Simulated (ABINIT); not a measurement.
**SiC (Moissanite): G0W0 with ABINIT, start to end**

How does a plane-wave GW calculation on SiC (Moissanite) run from the first input to the gap?

Program: ABINIT 10.8.3. Level of theory: PBE and many-body steps on it, plane waves. Results are calculated unless marked as measured.

**The experiments to reproduce.**

- Gap 3 eV: optical absorption onset, approximate; UV-Vis-NIR transmission; bulk crystal (400 micron semi-insulating 6H-SiC wafer) (“Effects of energetic ion irradiation on WSe2/SiC heterostructures”, 2017, pmc:5482891).

- Gap 3.03 eV: indirect gap, experimental literature value; quoted from earlier experiment; bulk crystal (quoted in “Charge spill-out and work function of few-layer graphene on SiC(0001)”, 2018, arxiv:1806.04908).

- Gap 3.02 eV: band gap at cryogenic temperature; bulk crystal (literature value) (quoted in “Silicon carbide diodes for neutron detection”, 2020, arxiv:2009.14696).

## 1. The structure

Symmetry: P6_3mc, No. 186, hexagonal system. The conventional cell has a = 3.081 Å, b = 3.081 Å, c = 15.125 Å, α = 90.00°, β = 90.00°, γ = 120.00°. Nearest to Si lie 4 C at 1.88 to 1.90 Å. Nearest to Si lie 4 C at 1.89 Å. Nearest to C lie 4 Si at 1.88 to 1.89 Å. Nearest to C lie 4 Si at 1.89 Å. Nearest to C lie 4 Si at 1.89 to 1.90 Å. Farther neighbours are not listed.

The cell and positions come from the Crystallography Open Database and are kept as given unless a step says otherwise.

## 2. Ground state

This step: ABINIT 10.8.3; DFT, PBE, plane waves, norm-conserving pseudopotentials.

The ground-state density comes first.

Contents of run.abi:

```
acell 3*1.0 Angstrom
rprim 
  3.081000000023 -0.000000000005 0.000000000000
  -1.540500000007 2.668224269083 0.000000000000
  0.000000000000 0.000000000000 15.124800000000
ntypat 2
znucl 14 6
natom 12
typat 1 1 1 1 1 1 2 2 2 2 2 2
xred 
  0.000000000000 0.000000000000 0.000000000000
  0.000000000000 0.000000000000 0.500000000000
  0.333333333333 0.666666666667 0.166400000000
  0.666666666667 0.333333333333 0.666400000000
  0.666666666667 0.333333333333 0.332900000000
  0.333333333333 0.666666666667 0.832900000000
  0.333333333333 0.666666666667 0.041200000000
  0.666666666667 0.333333333333 0.541200000000
  0.666666666667 0.333333333333 0.208000000000
  0.333333333333 0.666666666667 0.708000000000
  0.000000000000 0.000000000000 0.374600000000
  0.000000000000 0.000000000000 0.874600000000
pp_dirpath "pseudos"
pseudos "Si.upf, C.upf"
ecut 37
ngkpt 6 6 2
nshiftk 1
shiftk 0 0 0
kptopt 1
chksymbreak 0
nband 34
occopt 1
tolvrs 1e-10
nstep 60
prtwf 0
optforces 0
optstress 0
indata_prefix "in"
outdata_prefix "out"
tmpdata_prefix "tmp"
```

Started as:

```sh
OMP_NUM_THREADS=1 mpirun -n 8 abinit run.abi > log
```

Numbers of over 12 decimals in the logs are rounded to 6 here.

What it wrote:

```text
.Version 10.8.3 of ABINIT. v10.8.2 released Aug 2026.

 Symmetries : space group P6_3 m c (#186); Bravais hP (primitive hexag.)
================================================================================
 Values of the parameters that define the memory need of the present run
     intxc =       0    ionmov =       0      iscf =       7    lmnmax =       6
     lnmax =       6     mgfft =     160  mpssoang =       3    mqgrid =    7827
     natom =      12  nloc_mem =       1    nspden =       1   nspinor =       1
    nsppol =       1      nsym =      12    n1xccc =    2501    ntypat =       2
    occopt =       1   xclevel =       2
-    mband =          34        mffmem =           1         mkmem =           2
       mpw =        9084          nfft =      163840          nkpt =          14
================================================================================
  Rough estimation (10% accuracy) of disk space for files :
================================================================================

--------------------------------------------------------------------------------
------------- Echo of variables that govern the present computation ------------
--------------------------------------------------------------------------------
 -outvars: echo values of preprocessed input variables --------
            acell      1.8897261259E+00  1.8897261259E+00  1.8897261259E+00 Bohr

      chksymbreak           0
             ecut      3.70000000E+01 Hartree
-          fftalg         312

              ixc     -101130
              kpt      0.00000000E+00  0.00000000E+00  0.00000000E+00
                       1.66666667E-01  0.00000000E+00  0.00000000E+00
                       3.33333333E-01  0.00000000E+00  0.00000000E+00
                       5.00000000E-01  0.00000000E+00  0.00000000E+00
                       1.66666667E-01  1.66666667E-01  0.00000000E+00
                       3.33333333E-01  1.66666667E-01  0.00000000E+00
                       3.33333333E-01  3.33333333E-01  0.00000000E+00
                       0.00000000E+00  0.00000000E+00  5.00000000E-01
                       1.66666667E-01  0.00000000E+00  5.00000000E-01
                       3.33333333E-01  0.00000000E+00  5.00000000E-01
                       5.00000000E-01  0.00000000E+00  5.00000000E-01
[...]
kptrlatt        6    0    0      0    6    0      0    0    2
          kptrlen      3.49334772E+01
P           mkmem           2
            natom          12
            nband          34
            ngfft          32      32     160
             nkpt          14
            nstep          60
             nsym          12
           ntypat           2
              occ      2.000000  2.000000  2.000000  2.000000  2.000000  2.000000
                       2.000000  2.000000  2.000000  2.000000  2.000000  2.000000
                       2.000000  2.000000  2.000000  2.000000  2.000000  2.000000
                       2.000000  2.000000  2.000000  2.000000  2.000000  2.000000
                       0.000000  0.000000  0.000000  0.000000  0.000000  0.000000
                       0.000000  0.000000  0.000000  0.000000
        optforces           0
        optstress           0
            prtwf           0
            rprim      3.0810000000E+00 -5.0000000000E-12  0.0000000000E+00
[...]
spgroup         186

           tolvrs      1.00000000E-10

             xred      0.0000000000E+00  0.0000000000E+00 -2.7755575616E-17
[...]
znucl       14.00000    6.00000

================================================================================

 chkinp: Checking input parameters for consistency.

================================================================================
== DATASET  1 ==================================================================
-   mpi_nproc: 8, omp_nthreads: 1 (-1 if OMP is not activated)

--- !DatasetInfo
iteration_state: {dtset: 1, }
dimensions: {natom: 12, nkpt: 14, mband: 34, nsppol: 1, nspinor: 1, nspden: 1, mpw: 9084, }
cutoff_energies: {ecut:  37.0, pawecutdg:  -1.0, }
electrons: {nelect:   4.80000000E+01, charge:   0.00000000E+00, occopt:   1.00000000E+00, tsmear:   1.00000000E-02, }

 Real(R)+Recip(G) space primitive vectors, cartesian coordinates (Bohr,Bohr^-1):
 R(1)=  5.8222462  0.0000000  0.0000000  G(1)=  0.1717550  0.0991628  0.0000000
 R(2)= -2.9111231  5.0422131  0.0000000  G(2)=  0.0000000  0.1983256  0.0000000
 R(3)=  0.0000000  0.0000000 28.5817297  G(3)=  0.0000000  0.0000000  0.0349874
 Unit cell volume ucvol=  8.3907401E+02 bohr^3
 Angles (23,13,12)=  9.00000000E+01  9.00000000E+01  1.20000000E+02 degrees

 getcut: wavevector=  0.0000  0.0000  0.0000  ngfft=  32  32 160
         ecut(hartree)=     37.000   => boxcut(ratio)=   2.00721

--- Pseudopotential description ------------------------------------------------
- Si Generated using ONCVPSP code by D. R. Hamann
- 14.00000   4.00000  171031                  znucl, zion, pspdat
12 -101130 2 -1 1510                          pspcod,pspxc,lmax,lloc,mmax
     nproj     2     2     2
  pspatm : epsatm=    9.34321561
         --- l  ekb(1:nproj) -->
[...]
pspatm: atomic psp has been read  and splines computed

- C Generated using ONCVPSP code by D. R. Hamann
-  6.00000   4.00000  171031                  znucl, zion, pspdat
12 -101130 1 -1 1248                          pspcod,pspxc,lmax,lloc,mmax
     nproj     2     2     0
  pspatm : epsatm=    4.31346680
         --- l  ekb(1:nproj) -->
[...]
pspatm: atomic psp has been read  and splines computed

   3.93312453E+03                                ecore*ucvol(ha*bohr**3)
--------------------------------------------------------------------------------

_setup2: Arith. and geom. avg. npw (full set) are    9023.514    9023.456

================================================================================

--- !BeginCycle
iteration_state: {dtset: 1, }
solver: {iscf: 7, nstep: 60, nline: 4, wfoptalg: 0, }
tolerances: {tolvrs: 1.00E-10, }

     iter   Etot(hartree)      deltaE(h)  residm     vres2
 ETOT  1  -61.039094630670    -6.104E+01 3.845E-02 1.738E+03
 ETOT  2  -61.397924922752    -3.588E-01 1.647E-02 7.133E+02
 ETOT  3  -61.617806450559    -2.199E-01 6.632E-03 7.811E-01
 ETOT  4  -61.618142800033    -3.363E-04 2.812E-03 8.012E-02
 ETOT  5  -61.618153079937    -1.028E-05 1.102E-03 4.512E-03
 ETOT  6  -61.618153511535    -4.316E-07 6.706E-04 2.487E-03
 ETOT  7  -61.618153728350    -2.168E-07 5.484E-04 7.409E-05
 ETOT  8  -61.618153730993    -2.643E-09 5.358E-04 7.141E-06
 ETOT  9  -61.618153731244    -2.510E-10 3.005E-04 2.056E-07
 ETOT 10  -61.618153731252    -7.880E-12 4.551E-04 4.044E-09
 ETOT 11  -61.618153731251     6.963E-13 2.212E-04 1.048E-09
 ETOT 12  -61.618153731250     5.969E-13 3.156E-04 1.569E-11

 At SCF step   12       vres2   =  1.57E-11 < tolvrs=  1.00E-10 =>converged.

--- !ResultsGS
iteration_state: {dtset: 1, }
comment   : Summary of ground state results
lattice_vectors:
- [  5.8222462,  -0.0000000,   0.0000000, ]
- [ -2.9111231,   5.0422131,   0.0000000, ]
- [  0.0000000,   0.0000000,  28.5817297, ]
lattice_lengths: [   5.82225,    5.82225,   28.58173, ]
lattice_angles: [ 90.000,  90.000, 120.000, ] # degrees, (23, 13, 12)
lattice_volume:   8.3907401E+02
convergence: {deltae:  5.969E-13, res2:  1.569E-11, residm:  3.156E-04, diffor:  0.000E+00, }
etotal    :  -6.16181537E+01
entropy   :   0.00000000E+00
fermie    :   2.52514639E-01
cartesian_stress_tensor: null
pressure_GPa: null
xred      :
- [  0.0000E+00,   0.0000E+00,  -2.7756E-17, Si]
- [  0.0000E+00,   0.0000E+00,   5.0000E-01, Si]
- [  3.3333E-01,   6.6667E-01,   1.6640E-01, Si]
- [  6.6667E-01,   3.3333E-01,   6.6640E-01, Si]
- [  6.6667E-01,   3.3333E-01,   3.3290E-01, Si]
- [  3.3333E-01,   6.6667E-01,   8.3290E-01, Si]
- [  3.3333E-01,   6.6667E-01,   4.1200E-02,  C]
- [  6.6667E-01,   3.3333E-01,   5.4120E-01,  C]
- [  6.6667E-01,   3.3333E-01,   2.0800E-01,  C]
- [  3.3333E-01,   6.6667E-01,   7.0800E-01,  C]
- [  0.0000E+00,   0.0000E+00,   3.7460E-01,  C]
- [  0.0000E+00,   0.0000E+00,   8.7460E-01,  C]
cartesian_forces: null
force_length_stats: {min: null, max: null, mean: null, }

 Integrated electronic density in atomic spheres:
 ------------------------------------------------
 Atom  Sphere_radius  Integrated_density
[...]
================================================================================

 ----iterations are completed or convergence reached----

 Mean square residual over all n,k,spin=   16.125E-07; max=  31.559E-05
 reduced coordinates (array xred) for   12 atoms
[...]
0.666666666667      0.333333333333      0.541200000000
       0.666666666667      0.333333333333      0.208000000000
       0.333333333333      0.666666666667      0.708000000000
       0.000000000000      0.000000000000      0.374600000000
       0.000000000000      0.000000000000      0.874600000000
 rms dE/dt=  0.0000E+00; max dE/dt=  0.0000E+00; dE/dt below (all hartree)
    1       0.000000000000      0.000000000000      0.000000000000
    2       0.000000000000      0.000000000000      0.000000000000
    3       0.000000000000      0.000000000000      0.000000000000
    4       0.000000000000      0.000000000000      0.000000000000
    5       0.000000000000      0.000000000000      0.000000000000
    6       0.000000000000      0.000000000000      0.000000000000
    7       0.000000000000      0.000000000000      0.000000000000
    8       0.000000000000      0.000000000000      0.000000000000
    9       0.000000000000      0.000000000000      0.000000000000
[...]
cartesian coordinates (angstrom) at end:
[...]
8      1.540500     0.889408     8.185542
    9      1.540500     0.889408     3.145958
   10      3e-12     1.778816    10.708358
   11      0.000000     0.000000     5.665750
   12      0.000000     0.000000    13.228150
 length scales=  1.889726125908  1.889726125908  1.889726125908 bohr
              =  1.000000000000  1.000000000000  1.000000000000 angstroms
 prteigrs : about to open file out_EIG
 Fermi (or HOMO) energy (hartree) =   0.25251   Average Vxc (hartree)=  -0.41462
 Eigenvalues (hartree) for nkpt=  14  k points:
 kpt#   1, nband= 34, wtk=  0.01389, kpt=  0.0000  0.0000  0.0000 (reduced coord)
  -0.31545   -0.29686   -0.29447   -0.24084   -0.23854   -0.18472   -0.06307    0.02277
   0.02444    0.16275    0.16448    0.21016    0.21016    0.21677    0.21677    0.22136
   0.22136    0.23781    0.23781    0.24193    0.24193    0.25120    0.25251    0.25251
   0.44230    0.44860    0.46337    0.48215    0.48315    0.49718    0.50671    0.50671
   0.51517    0.52277
 prteigrs : prtvol=0 or 1, do not print more k-points.

--- !EnergyTerms
iteration_state     : {dtset: 1, }
comment             : Components of total free energy in Hartree
kinetic             :  3.53279894032612E+01
hartree             :  7.03890881727830E+00
xc                  : -2.26696688339450E+01
Ewald energy        : -6.27317134279360E+01
psp_core            :  4.68745840206450E+00
local_psp           : -2.48322308769849E+01
non_local_psp       :  1.56110278501156E+00
total_energy        : -6.16181537312503E+01
total_energy_eV     : -1.67671538094529E+03
band_energy         :  1.63685840710874E+00

== END DATASET(S) ==============================================================
================================================================================

 -outvars: echo values of variables after computation  --------
           etotal     -6.1618153731E+01
            nband          34
             nkpt          14
          spgroup         186
 [... the other variables as echoed above ...]

 Calculation completed.
```

Elapsed: 31 s, on 8 MPI ranks of Arm Neoverse V1, shared host; peak memory 0.83 GiB; 4.2 min of CPU time.

This step gave:

| Item | Value |
| --- | --- |
| total energy | -1676.7154 eV |
| gap | 2.017 eV |
| k of the valence top | 0, 0, 0 |
| k of the conduction bottom | 0.5, 0, 0 |
| least direct gap | 3.123 eV |

The gap is indirect, with the least direct gap 1.11 eV higher.

[end of part 1 of 3]

[Paths, hosts, dates, memory and timing lines, banners, echoed tables and standing remarks are left out of the program output.]

[Logs are printed without paths, hosts, clocks, repeated set-up lines and the standing remarks that a program may print on its own settings, such as how far it seeks lower states.]

[Runs of the session that timed out or met a known fault of the program may be left out.]

[Hosts, paths, dates, database ids (printed as entryN), source tags and the programs' standing remarks are cut or masked in the printed files.]

[G0W0 gaps are taken among the corrected bands and points alone; a level outside them can change the order at an edge.]

[Where Ansatz stands beside ABINIT at settings called matched, ABINIT's density can come from a denser mesh and the files from another edition; pairs whose starting gaps differed by over 0.03 eV were left out, so agreement reads better than it is.]
